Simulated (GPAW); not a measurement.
**Optical response of BN (Qingsongite)**

Wanted: where BN (Qingsongite) starts to absorb, how strongly, and its refractive index.

Main program and level: GPAW 26.7.0; DFT, LDA, plane-wave PAW (GPAW data sets), scalar-relativistic, RPA, optical limit.

## 1. The starting structure

The structure is cubic, space group F-43m (No. 216). The conventional cell has a = 3.615 Å, b = 3.615 Å, c = 3.615 Å, α = 90.00°, β = 90.00°, γ = 90.00°. Nearest to N lie 4 B at 1.57 Å. B has 4 N at 1.57 Å nearest. Farther neighbours and most contacts between anions are not listed.

Structure file:

```cif
data_structure
_symmetry_space_group_name_H-M 'F-43m'
_symmetry_Int_Tables_number 216
_cell_length_a 3.6150
_cell_length_b 3.6150
_cell_length_c 3.6150
_cell_angle_alpha 90.000
_cell_angle_beta 90.000
_cell_angle_gamma 90.000
_cell_volume 47.24
loop_
_atom_site_label
_atom_site_type_symbol
_atom_site_symmetry_multiplicity
_atom_site_Wyckoff_symbol
_atom_site_fract_x
_atom_site_fract_y
_atom_site_fract_z
_atom_site_occupancy
N1 N 4 c 0.25000 0.25000 0.25000 1
B1 B 4 a 0.00000 0.00000 0.00000 1
```

## 2. Bands for the response

The response needs many more empty bands than the density does.

This step: DFT, LDA, plane-wave PAW (GPAW data sets), scalar-relativistic, bands at fixed density (GPAW 26.7.0).

File nscf.py:

```python
from ase.dft.bandgap import bandgap
from gpaw import GPAW, FermiDirac

calc = GPAW('gs.gpw').fixed_density(kpts={'size': (16, 16, 16), 'gamma': True}, nbands=22, convergence={'bands': 16},
                                    occupations=FermiDirac(0.001), txt='nscf.txt')
print('gap (eV)', bandgap(calc, output=None)[0])
print('direct gap (eV)', bandgap(calc, direct=True, output=None)[0])
print('top band over the Fermi level (eV)', min(calc.get_eigenvalues(kpt=k)[15] for k in range(len(calc.get_ibz_k_points()))) - calc.get_fermi_level())
calc.write('full.gpw', mode='all')
```

The run is started by

```console
$ OMP_NUM_THREADS=1 python nscf.py
```

Numbers of over 12 decimals in the logs are rounded to 6 here.

The program printed:

```text
Diagonalizing LCAO Hamiltonian
Converting LCAO to pw mode
convergence criteria:
- Maximum integral of absolute [eigenst]ate change: 4e-08 eV^2 / valence electron
maximum number of iterations: 150

SCF iterations
|iter     |      energy | eigst |  dens |
|iter:   1||             | +3.09 |       |
|iter:   2||             | +1.27 |       |
|iter:   3||             | -1.12 |       |
|iter:   4||             | -2.87 |       |
|iter:   5||             | -4.77 |       |
|iter:   6||             | -6.35 |       |
|iter:   7||             | -7.61c|       |
SCF steps: 7
  __  _  _
 | _ |_)|_||  |
 |__||  | ||/\| - 26.7.0

Versions:
  Python: 3.12.14
  ASE:    3.29.0
  Numpy:  2.5.5
  Scipy:  1.18.1
  Libxc:  7.0.0

Input parameters:
  mode=PW(ecut=500.0),
  convergence={'bands': 16},
  gpts=array([14, 14, 14]),
  kpts=MonkhorstPack(size=(16, 16, 16), gamma=True),
  maxiter=150,
  nbands=22,
  occupations=Occupations(name='fermi-dirac', width=0.001, fixmagmom=False),
  parallel={},
  xc=XC(name='LDA')

--- standard output ---
gap (eV) 4.285039
direct gap (eV) 8.656956
top band over the Fermi level (eV) 37.974021
```

Elapsed: 17 s, on 1 thread of Arm Neoverse V1, shared host; peak memory 0.15 GiB.

Numbers from this step:

```
gap on the k-mesh      : 4.285 eV
direct gap on the mesh : 8.657 eV
```

## 3. Dielectric function, RPA

Local fields let the induced charge screen the field inside the cell, which as a rule lowers ε, most along directions where the density is uneven.

This step: DFT, LDA, plane-wave PAW (GPAW data sets), scalar-relativistic, RPA, optical limit (GPAW 26.7.0).

File df.py:

```python
from gpaw.response.df import DielectricFunction

df = DielectricFunction('full.gpw', frequencies={'type': 'nonlinear', 'domega0': 0.03, 'omega2': 8},
                        ecut=50,
                        eta=0.15,
                        nbands=16,
                        txt='df.txt')
for direction in ['x']:
    df.get_dielectric_function(xc='RPA', direction=direction, filename=f'df_{direction}.csv')
```

The run is started by

```console
$ OMP_NUM_THREADS=1 python df.py
```

The program printed:

```text
Using integrator: PointIntegrator
NonLinearFrequencyDescriptor(from 0.000 to 72.933 eV, 510 points)
Nonperiodic BCs:  [False False False]
Using integrator: PointIntegrator
NonLinearFrequencyDescriptor(from 0.000 to 72.933 eV, 510 points)
Nonperiodic BCs:  [False False False]

Calculating chi0 body with:
    Ground state adapter containing:
    Number of spins: 1
    Number of kpoints: 4096
    Number of irreducible kpoints: 145
    Number of completely occupied states: 4
    Number of partially occupied states: 4

    Linear response parametrization:
    q_c: [0.0, 0.0, 0.0]
    Number of frequency points: 510
    Planewave cutoff: 50.0
    Number of bands: 16
    Number of planewaves: 15
    Broadening (eta): 0.15

Integrating chi0 body.

Symmetries of q_c:
    Direct symmetries (Uq -> q): 24
    Indirect symmetries (TUq -> q): 24
In total 48 allowed symmetries.

145 groups of equivalent kpoints. 96.4599609375% reduction.

Integral kind: spectral function

Calculating chi0 optical extensions with:
    Ground state adapter containing:
    Number of spins: 1
    Number of kpoints: 4096
    Number of irreducible kpoints: 145
    Number of completely occupied states: 4
    Number of partially occupied states: 4

    Linear response parametrization:
    Number of frequency points: 510
    Planewave cutoff: 50.0
    Number of bands: 16
    Number of planewaves: 15
    Broadening (eta): 0.15
Integrating chi0 head and wings.

Symmetries of q_c:
    Direct symmetries (Uq -> q): 24
    Indirect symmetries (TUq -> q): 24
In total 48 allowed symmetries.

145 groups of equivalent kpoints. 96.4599609375% reduction.

Integral kind: spectral function wings
```

Wall time 3.7 s (1 thread); peak memory 0.2 GiB.

Read-outs, printed or worked out from the files:

```
electronic dielectric constant ε∞, mean over x, y and z (by symmetry where fewer were run) : 4.582
main peak of Im epsilon, first axis                                                        : 11.83 eV
```

Values under the direct gap are tails of Lorentzian lines. The Im ε, E ∥ x by photon energy; read off at these points:

| photon energy (eV) | Im ε, E ∥ x |
| --- | --- |
| 0.00 | 0 |
| 0.50 | 0.00350 |
| 1.00 | 0.00707 |
| 1.50 | 0.0108 |
| 2.00 | 0.0148 |
| 2.50 | 0.0192 |
| 3.00 | 0.0241 |
| 3.50 | 0.0297 |
| 4.00 | 0.0363 |
| 4.50 | 0.0442 |
| 5.00 | 0.0539 |
| 5.50 | 0.0662 |
| 6.00 | 0.0825 |
| 6.50 | 0.105 |
| 7.00 | 0.138 |
| 7.50 | 0.192 |
| 8.00 | 0.299 |
| 8.50 | 0.679 |
| 9.00 | 2.41 |
| 9.50 | 5.38 |
| 10.00 | 7.22 |
| 10.50 | 7.95 |
| 11.00 | 9.57 |
| 11.50 | 11.9 |
| 11.79 | 14.6 |
| 12.00 | 13.9 |
| 12.50 | 10.3 |
| 13.00 | 8.10 |
| 13.50 | 5.65 |

The Re ε, E ∥ x by photon energy:

| photon energy (eV) | Re ε, E ∥ x |
| --- | --- |
| 0.0 | 4.58 |
| 0.5 | 4.59 |
| 1.0 | 4.61 |
| 1.5 | 4.64 |
| 2.0 | 4.68 |
| 2.5 | 4.73 |
| 3.0 | 4.81 |
| 3.5 | 4.90 |
| 4.0 | 5.01 |
| 4.5 | 5.14 |
| 5.0 | 5.30 |
| 5.5 | 5.50 |
| 6.0 | 5.75 |
| 6.5 | 6.06 |
| 7.0 | 6.46 |
| 7.5 | 7.00 |
| 8.0 | 7.78 |
| 8.5 | 9.13 |
| 9.0 | 10.3 |
| 9.5 | 10.9 |
| 10.0 | 9.74 |
| 10.5 | 8.85 |
| 11.0 | 8.85 |
| 11.5 | 7.12 |
| 12.0 | 1.65 |
| 12.5 | -2.19 |
| 13.0 | -2.83 |
| 13.5 | -2.44 |

Values under the direct gap are tails of Lorentzian lines. The Im ε, E ∥ x by photon energy; read off at these points:

| photon energy (eV) | without local fields | with local fields |
| --- | --- | --- |
| 0.00 | 0 | 0 |
| 0.50 | 0.00376 | 0.00350 |
| 1.00 | 0.00760 | 0.00707 |
| 1.50 | 0.0116 | 0.0108 |
| 2.00 | 0.0159 | 0.0148 |
| 2.50 | 0.0207 | 0.0192 |
| 3.00 | 0.0260 | 0.0241 |
| 3.50 | 0.0320 | 0.0297 |
| 4.00 | 0.0392 | 0.0363 |
| 4.50 | 0.0477 | 0.0442 |
| 5.00 | 0.0583 | 0.0539 |
| 5.50 | 0.0718 | 0.0662 |
| 6.00 | 0.0896 | 0.0825 |
| 6.50 | 0.114 | 0.105 |
| 7.00 | 0.151 | 0.138 |
| 7.50 | 0.211 | 0.192 |
| 8.00 | 0.330 | 0.299 |
| 8.50 | 0.762 | 0.679 |
| 9.00 | 2.72 | 2.41 |
| 9.50 | 6.05 | 5.38 |
| 10.00 | 7.96 | 7.22 |
| 10.50 | 8.77 | 7.95 |
| 11.00 | 10.6 | 9.57 |
| 11.50 | 13.1 | 11.9 |
| 11.79 | 16.0 | 14.6 |
| 12.00 | 15.0 | 13.9 |
| 12.50 | 10.7 | 10.3 |
| 13.00 | 8.28 | 8.10 |
| 13.50 | 5.67 | 5.65 |

Refractive index n and extinction k against photon energy:

| photon energy (eV) | n | k |
| --- | --- | --- |
| 0.0 | 2.14 | 0 |
| 0.5 | 2.14 | 8.2e-4 |
| 1.0 | 2.15 | 0.00165 |
| 1.5 | 2.15 | 0.00251 |
| 2.0 | 2.16 | 0.00343 |
| 2.5 | 2.18 | 0.00441 |
| 3.0 | 2.19 | 0.00550 |
| 3.5 | 2.21 | 0.00671 |
| 4.0 | 2.24 | 0.00811 |
| 4.5 | 2.27 | 0.00974 |
| 5.0 | 2.30 | 0.0117 |
| 5.5 | 2.35 | 0.0141 |
| 6.0 | 2.40 | 0.0172 |
| 6.5 | 2.46 | 0.0213 |
| 7.0 | 2.54 | 0.0272 |
| 7.5 | 2.65 | 0.0363 |
| 8.0 | 2.79 | 0.0536 |
| 8.5 | 3.02 | 0.112 |
| 9.0 | 3.23 | 0.373 |
| 9.5 | 3.40 | 0.791 |
| 10.0 | 3.31 | 1.09 |
| 10.5 | 3.22 | 1.23 |
| 11.0 | 3.31 | 1.45 |
| 11.5 | 3.24 | 1.83 |
| 12.0 | 2.79 | 2.48 |
| 12.5 | 2.04 | 2.52 |
| 13.0 | 1.70 | 2.39 |
| 13.5 | 1.36 | 2.07 |

The reflectivity at normal incidence, E ∥ x by photon energy; read off at these points:

| photon energy (eV) | reflectivity at normal incidence, E ∥ x (%) |
| --- | --- |
| 0.00 | 13.2 |
| 0.50 | 13.2 |
| 1.00 | 13.3 |
| 1.50 | 13.4 |
| 2.00 | 13.5 |
| 2.50 | 13.7 |
| 3.00 | 14.0 |
| 3.50 | 14.2 |
| 4.00 | 14.6 |
| 4.50 | 15.0 |
| 5.00 | 15.6 |
| 5.50 | 16.2 |
| 6.00 | 16.9 |
| 6.50 | 17.8 |
| 7.00 | 18.9 |
| 7.50 | 20.4 |
| 8.00 | 22.3 |
| 8.50 | 25.4 |
| 9.00 | 28.3 |
| 9.50 | 31.9 |
| 10.00 | 33.0 |
| 10.50 | 33.4 |
| 11.00 | 35.9 |
| 11.50 | 39.2 |
| 12.00 | 45.6 |
| 12.34 | 49.4 |
| 12.50 | 47.7 |
| 13.00 | 47.7 |
| 13.50 | 44.8 |

At chosen wavelengths:

| wavelength (nm) | n | k | R (%) | 1/α |
| --- | --- | --- | --- | --- |
| 1550 | 2.14 | 0.001 | 13.2 | 94 µm |
| 1064 | 2.15 | 0.002 | 13.3 | 44 µm |
| 633 | 2.16 | 0.003 | 13.5 | 15 µm |
| 405 | 2.19 | 0.006 | 14.0 | 5.7 µm |
| 365 | 2.21 | 0.006 | 14.2 | 4.5 µm |
| 248 | 2.30 | 0.012 | 15.6 | 1.7 µm |
| 193 | 2.45 | 0.021 | 17.7 | 745 nm |

Below the direct gap, k and the depth come from the tails of the Lorentzian lines, not from transitions.

Rows near the edge hang on the gap, which this functional as a rule makes too small, and phonon-assisted absorption is left out.

## 4. Summary of results

| Quantity | Value |
| --- | --- |
| electronic dielectric constant ε∞, mean over x, y and z (by symmetry where fewer were run) (RPA) | 4.58 |
| main peak of Im epsilon, first axis | 11.8 eV |

At this level (LDA, RPA) BN has ε∞ = 4.58 and n = 2.14 at 1550 nm, and Im ε peaks at 11.8 eV. On the mesh the gap is 4.29 eV and the least direct gap 8.66 eV, so on this mesh the band edges lie at different points. Local fields change the static value along x from 4.77 to 4.58 (-4 %). Excitons and phonon-assisted transitions are missing; LDA gaps are as a rule too small, which pulls the onset down and ε∞ up. The sum runs over mesh points, so small or evenly spaced maxima can still be ripples of the mesh.

[Machine, clock and banner lines and Python warnings are left out of the logs.]

[Logs are printed without paths, hosts, clocks, repeated set-up lines and the standing remarks that a program may print on its own settings, such as how far it seeks lower states.]

[Hosts, paths, dates, database ids (printed as entryN), source tags and the programs' standing remarks are cut or masked in the printed files.]
